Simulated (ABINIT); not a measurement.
## Quasiparticle gap of SiC (Moissanite) in ABINIT

How does a plane-wave GW calculation on SiC (Moissanite) run from the first input to the gap?

Method: PBE and many-body steps on it, plane waves, in ABINIT 10.8.3.

**The experiments to reproduce.**

- Gap 3.33 eV: band gap at cryogenic temperature; bulk crystal (literature value) (quoted in “Silicon carbide diodes for neutron detection”, 2020, arxiv:2009.14696).

This is a report of a sequence of runs, with most program output left out.

### 1. The starting structure

The structure is hexagonal, space group P6_3mc (No. 186). The conventional cell has a = 3.076 Å, b = 3.076 Å, c = 5.048 Å, α = 90.00°, β = 90.00°, γ = 120.00°. Si has 4 C at 1.87 to 1.94 Å nearest. Nearest to C lie 4 Si at 1.87 to 1.94 Å. Farther neighbours are not listed.

The cell and positions come from the Crystallography Open Database and are kept as given unless a step says otherwise.

### 2. Ground state

This step: ABINIT 10.8.3; DFT, PBE, plane waves, norm-conserving pseudopotentials.

The ground-state density comes first.

Contents of run.abi:

```
acell 3*1.0 Angstrom
rprim 
  3.075999999976 0.000000000005 0.000000000000
  -1.537999999993 2.663894142018 0.000000000000
  0.000000000000 0.000000000000 5.048000000000
ntypat 2
znucl 14 6
natom 4
typat 1 1 2 2
xred 
  0.333333333333 0.666666666667 0.000000000000
  0.666666666667 0.333333333333 0.500000000000
  0.333333333333 0.666666666667 0.385000000000
  0.666666666667 0.333333333333 0.885000000000
pp_dirpath "pseudos"
pseudos "Si.upf, C.upf"
ecut 37
ngkpt 6 6 4
nshiftk 1
shiftk 0 0 0
kptopt 1
chksymbreak 0
nband 14
occopt 1
tolvrs 1e-10
nstep 60
prtwf 0
optforces 0
optstress 0
indata_prefix "in"
outdata_prefix "out"
tmpdata_prefix "tmp"
```

The run is started by

```sh
OMP_NUM_THREADS=1 mpirun -n 4 abinit run.abi > log
```

The job ended after 7.6 s (4 MPI ranks of Arm Neoverse V1, shared host; peak memory 0.29 GiB; 30 s of CPU time).

This step gave:

| Property | Result |
| --- | --- |
| total energy | -558.8537 eV |
| gap | 2.329 eV |
| k of the valence top | 0, 0, 0 |
| k of the conduction bottom | 0.3333, 0.3333, 0 |
| least direct gap | 4.083 eV |

The gap is indirect, with the least direct gap 1.75 eV higher.

### 3. Bands along the symmetry lines

The cheap functional maps the bands first; the places of the edges decide which points the dearer methods must see.

Contents of run.abi:

```
acell 3*1.0 Angstrom
rprim 
  3.075999999976 0.000000000005 0.000000000000
  -1.537999999993 2.663894142018 0.000000000000
  0.000000000000 0.000000000000 5.048000000000
ntypat 2
znucl 14 6
natom 4
typat 1 1 2 2
xred 
  0.333333333333 0.666666666667 0.000000000000
  0.666666666667 0.333333333333 0.500000000000
  0.333333333333 0.666666666667 0.385000000000
  0.666666666667 0.333333333333 0.885000000000
pp_dirpath "pseudos"
pseudos "Si.upf, C.upf"
ecut 37
iscf -2
irdden 1
kptopt 0
nkpt 75
kpt 
  0.00000000 0.00000000 0.00000000
  0.06250000 0.00000000 0.00000000
  0.12500000 0.00000000 0.00000000
  0.18750000 0.00000000 0.00000000
  0.25000000 0.00000000 0.00000000
  0.31250000 0.00000000 0.00000000
  0.37500000 0.00000000 0.00000000
  0.43750000 0.00000000 0.00000000
  0.50000000 0.00000000 0.00000000
  0.47916667 0.04166667 0.00000000
  0.45833333 0.08333333 0.00000000
  0.43750000 0.12500000 0.00000000
  0.41666666 0.16666666 0.00000000
  0.39583333 0.20833333 0.00000000
  0.37500000 0.25000000 0.00000000
  0.35416666 0.29166666 0.00000000
  0.33333333 0.33333333 0.00000000
  0.29166666 0.29166666 0.00000000
  0.25000000 0.25000000 0.00000000
  0.20833333 0.20833333 0.00000000
  0.16666666 0.16666666 0.00000000
  0.12500000 0.12500000 0.00000000
  0.08333333 0.08333333 0.00000000
  0.04166667 0.04166667 0.00000000
  0.00000000 0.00000000 0.00000000
  0.00000000 0.00000000 0.06250000
  0.00000000 0.00000000 0.12500000
  0.00000000 0.00000000 0.18750000
  0.00000000 0.00000000 0.25000000
  0.00000000 0.00000000 0.31250000
  0.00000000 0.00000000 0.37500000
  0.00000000 0.00000000 0.43750000
  0.00000000 0.00000000 0.50000000
  0.06250000 0.00000000 0.50000000
  0.12500000 0.00000000 0.50000000
  0.18750000 0.00000000 0.50000000
  0.25000000 0.00000000 0.50000000
  0.31250000 0.00000000 0.50000000
  0.37500000 0.00000000 0.50000000
  0.43750000 0.00000000 0.50000000
  0.50000000 0.00000000 0.50000000
  0.47916667 0.04166667 0.50000000
  0.45833333 0.08333333 0.50000000
  0.43750000 0.12500000 0.50000000
  0.41666666 0.16666666 0.50000000
  0.39583333 0.20833333 0.50000000
  0.37500000 0.25000000 0.50000000
  0.35416666 0.29166666 0.50000000
  0.33333333 0.33333333 0.50000000
  0.29166666 0.29166666 0.50000000
  0.25000000 0.25000000 0.50000000
  0.20833333 0.20833333 0.50000000
  0.16666666 0.16666666 0.50000000
  0.12500000 0.12500000 0.50000000
  0.08333333 0.08333333 0.50000000
  0.04166667 0.04166667 0.50000000
  0.00000000 0.00000000 0.50000000
  0.50000000 0.00000000 0.50000000
  0.50000000 0.00000000 0.43750000
  0.50000000 0.00000000 0.37500000
  0.50000000 0.00000000 0.31250000
  0.50000000 0.00000000 0.25000000
  0.50000000 0.00000000 0.18750000
  0.50000000 0.00000000 0.12500000
  0.50000000 0.00000000 0.06250000
  0.50000000 -0.00000000 0.00000000
  0.33333333 0.33333333 0.50000000
  0.33333333 0.33333333 0.43750000
  0.33333333 0.33333333 0.37500000
  0.33333333 0.33333333 0.31250000
  0.33333333 0.33333333 0.25000000
  0.33333333 0.33333333 0.18750000
  0.33333333 0.33333333 0.12500000
  0.33333333 0.33333333 0.06250000
  0.33333333 0.33333333 0.00000000
istwfk *1
nband 15
nbdbuf 2
tolwfr 1e-08
nstep 40
prtwf 0
prtvol 0
indata_prefix "in"
outdata_prefix "out"
tmpdata_prefix "tmp"
```

The job ended after 12 s (4 MPI ranks; peak memory 0.29 GiB; 48 s of CPU time).

Numbers from this step:

```
gap                        : 2.329 eV
k of the valence top       : 0, 0, 0
k of the conduction bottom : 0.3333, 0.3333, 0
least direct gap           : 4.083 eV
```

The gap is 2.329 eV, as in the run before at this level.

Electronic bands along the path, in eV, zero at the top of the highest filled band; v1 is the highest filled band, c1 the lowest empty one:

```
    point     v4     v3     v2     v1    c1    c2    c3    c4
        Γ  -1.56  -0.28  -0.28   0.00  4.62  6.02  6.51  6.51
  halfway  -3.22  -2.75  -0.93  -0.90  3.89  5.73  6.97  7.71
        M  -5.44  -3.55  -3.26  -1.49  2.60  4.20  6.75  7.21
  halfway  -5.48  -4.79  -3.34  -2.83  3.26  4.96  7.50  8.29
        K  -6.51  -4.12  -4.04  -4.04  2.33  7.98  8.65  8.65
  halfway  -4.36  -3.07  -1.73  -1.17  5.10  5.66  6.81  6.96
        Γ  -1.56  -0.28  -0.28   0.00  4.62  6.02  6.51  6.51
  halfway  -1.39  -1.39  -0.49  -0.49  4.90  6.63  6.63  6.85
        A  -0.97  -0.97  -0.97  -0.97  5.71  5.71  7.17  7.17
  halfway  -3.07  -3.07  -1.96  -1.96  4.36  4.36  7.13  7.13
        L  -2.69  -2.69  -2.34  -2.34  3.17  3.17  5.00  5.00
  halfway  -4.46  -4.46  -1.95  -1.95  4.12  4.12  6.12  6.12
        H  -5.86  -5.86  -1.75  -1.75  4.82  4.82  5.97  5.97
  halfway  -3.19  -3.19  -2.64  -2.64  5.03  5.03  7.34  7.34
        A  -0.97  -0.97  -0.97  -0.97  5.71  5.71  7.17  7.17
jump to L  -2.69  -2.69  -2.34  -2.34  3.17  3.17  5.00  5.00
  halfway  -4.17  -3.32  -2.34  -1.90  2.93  3.18  6.41  6.84
        M  -5.44  -3.55  -3.26  -1.49  2.60  4.20  6.75  7.21
jump to H  -5.86  -5.86  -1.75  -1.75  4.82  4.82  5.97  5.97
  halfway  -6.66  -4.76  -2.85  -2.85  3.52  6.34  6.34  7.68
        K  -6.51  -4.12  -4.04  -4.04  2.33  7.98  8.65  8.65
```

### 4. Empty states on the mesh, 3×3×4 mesh, 81 bands

The sums over transitions need many empty states on a uniform mesh; this step solves for them.

Contents of run.abi:

```
acell 3*1.0 Angstrom
rprim 
  3.075999999976 0.000000000005 0.000000000000
  -1.537999999993 2.663894142018 0.000000000000
  0.000000000000 0.000000000000 5.048000000000
ntypat 2
znucl 14 6
natom 4
typat 1 1 2 2
xred 
  0.333333333333 0.666666666667 0.000000000000
  0.666666666667 0.333333333333 0.500000000000
  0.333333333333 0.666666666667 0.385000000000
  0.666666666667 0.333333333333 0.885000000000
pp_dirpath "pseudos"
pseudos "Si.upf, C.upf"
ecut 37
ngkpt 3 3 4
nshiftk 1
shiftk 0 0 0
kptopt 1
chksymbreak 0
iscf -2
irdden 1
istwfk *1
nband 81
nbdbuf 6
tolwfr 1e-09
nstep 60
prtvol 0
indata_prefix "in"
outdata_prefix "out"
tmpdata_prefix "tmp"
```

Elapsed: 16 s, on 4 MPI ranks; peak memory 0.28 GiB.

Numbers from this step:

```yaml
gap: 2.329 eV
k_of_the_valence_top: 0, 0, 0
k_of_the_conduction_bottom: 0.3333, 0.3333, 0
least_direct_gap: 4.403 eV
k_points_computed: 9
lowest_point_of_the_top_converged_band_above_the_valence_top: 66.6053 eV
```

On this mesh the gap is 2.329 eV.

### 5. Screening, 3×3×4 mesh, 75 bands, screening to 136.1 eV

The RPA dielectric matrix is built and inverted for each q.

This step: RPA screening on PBE, plane waves, norm-conserving pseudopotentials.

run.abi, as its differences from that of step 4:

```diff
@@ -22,10 +22,11 @@
 chksymbreak 0
-iscf -2
-irdden 1
 istwfk *1
-nband 81
-nbdbuf 6
-tolwfr 1e-09
-nstep 60
-prtvol 0
+occopt 1
+irdwfk 1
+optdriver 3
+nband 75
+ecuteps 5
+inclvkb 2
+awtr 1
+symchi 1
 indata_prefix "in"
```

The job ended after 9 s (4 MPI ranks; peak memory 0.51 GiB).

This step gave:

- ε∞ with local fields, on this mesh, along the program's q direction: 8.941
- the same without local fields: 9.774
- plasma frequency: 23.09 eV
- plane waves in the screening matrix: 135

Local fields lower ε∞ by 9 %. On a Γ-centred mesh this coarse the value itself is usually too large, while a short band sum pulls it down.

### 6. Self-energy, 3×3×4 mesh, 75 bands, screening to 136.1 eV

The self-energy is evaluated for the states that the input lists, and the levels follow from it, in one-shot runs by the linearised quasiparticle equation.

This step: G0W0 on PBE, plane waves, norm-conserving pseudopotentials.

run.abi, as its differences from that of step 5:

```diff
@@ -25,8 +25,19 @@
 irdwfk 1
-optdriver 3
+optdriver 4
 nband 75
+gwcalctyp 0
+ecutsigx 37
+symsigma 1
+nkptgw 3
+kptgw 
+  0.0000000000 0.0000000000 0.0000000000
+  0.3333333333 0.3333333333 0.0000000000
+  0.3333333333 0.0000000000 0.0000000000
+bdgw 
+  6 10
+  7 10
+  7 10
 ecuteps 5
-inclvkb 2
-awtr 1
-symchi 1
+irdscr 1
+ppmodel 1
 indata_prefix "in"
```

It took 5.9 s on 4 MPI ranks; peak memory 0.43 GiB.

This step gave:

| Property | Result |
| --- | --- |
| G0W0 gap on the points computed | 2.740 eV |
| starting gap on the mesh | 2.329 eV |
| k of the valence top | 0, 0, 0 |
| k of the conduction bottom | 0.3333, 0.3333, 0 |
| Z at the valence top | 0.806 |
| Z at the conduction bottom | 0.834 |
| least direct G0W0 gap on the computed points | 5.217 eV |

The gap on the mesh goes from 2.33 eV to 2.74 eV, a correction of +0.41 eV.

Limits: finite bands, cutoff and mesh; coarse k mesh. v1 is the top filled band, c1 the lowest empty one. The levels before and after the correction (eV, zero at the valence-band top of each column):

```csv
,conduction bottom,valence top
Kohn-Sham,2.33,0.00
G0W0,2.74,0.00
```

```
                           level  energy (eV)
Kohn-Sham                Γ v3-v2       -0.275
Kohn-Sham                   Γ v1        0.000
Kohn-Sham                   Γ c1        4.620
Kohn-Sham                   Γ c2        6.019
Kohn-Sham  (0.333 0.333 0) v2-v1       -4.042
Kohn-Sham     (0.333 0.333 0) c1        2.329
Kohn-Sham     (0.333 0.333 0) c2        7.984
     G0W0                Γ v3-v2       -0.386
     G0W0                   Γ v1        0.000
     G0W0                   Γ c1        5.352
     G0W0                   Γ c2        6.688
     G0W0  (0.333 0.333 0) v2-v1       -4.535
     G0W0     (0.333 0.333 0) c1        2.740
     G0W0     (0.333 0.333 0) c2        8.916
```

### 7. Where the time went

Times are wall times on 4 MPI ranks of Arm Neoverse V1, shared host, good to a factor of about two.

```csv
step,time,share,memory (GiB)
ground state,7.6 s,15 %,0.29
bands along the symmetry lines,12 s,24 %,0.29
empty states on the mesh,16 s,31 %,0.28
screening,9 s,18 %,0.51
self-energy,5.9 s,12 %,0.43
```

### 8. Results

```yaml
pbe_gap: 2.33 eV, indirect
g0w0_gap_on_the_mesh: 2.74 eV
gw_settings: 3×3×4 mesh, 75 bands, screening to 136.1 eV, Godby-Needs plasmon pole
known_limits: not at the basis limit; coarse k mesh
```

G0W0 moves the gap on the mesh from 2.33 eV to 2.74 eV (+0.41 eV), with Z of 0.81 and 0.83 at the edges. Local fields lower the RPA ε∞ on this mesh from 9.77 to 8.94; a Γ-centred mesh this coarse tends to raise both, most where the direct gap is narrow, while a short band sum lowers them. Only 3 of the mesh's irreducible points were corrected, so a valley elsewhere could overtake. Against experiment, by G0W0@PBE: the gap of 2.74 eV lies −0.59 eV from the measured 3.33 eV (kind not stated, quoted 2020). The calculation has static nuclei and no excitons; a measured gap holds zero-point and thermal motion, which mostly lowers it. Bands and cutoff are finite, so the gap is not at the basis limit. The miss can reach some tenths of an eV and take either sign; the mesh is an error of its own. In the G0W0 run levels were corrected at 3 k points alone, so a gap called «on the mesh» is the least over those, and an edge elsewhere would be missed. The 3×3×4 mesh is coarse for this cell, which bears on the long-range parts of exchange and screening.

[Paths, hosts, dates, memory and timing lines, banners, echoed tables and standing remarks are left out of the program output.]

[Logs are printed without paths, hosts, clocks, repeated set-up lines and the standing remarks that a program may print on its own settings, such as how far it seeks lower states.]

[Runs of the session that timed out or met a known fault of the program may be left out.]

[Hosts, paths, dates, database ids (printed as entryN), source tags and the programs' standing remarks are cut or masked in the printed files.]

[G0W0 gaps are taken among the corrected bands and points alone; a level outside them can change the order at an edge.]

[Where Ansatz stands beside ABINIT at settings called matched, ABINIT's density can come from a denser mesh and the files from another edition; pairs whose starting gaps differed by over 0.03 eV were left out, so agreement reads better than it is.]
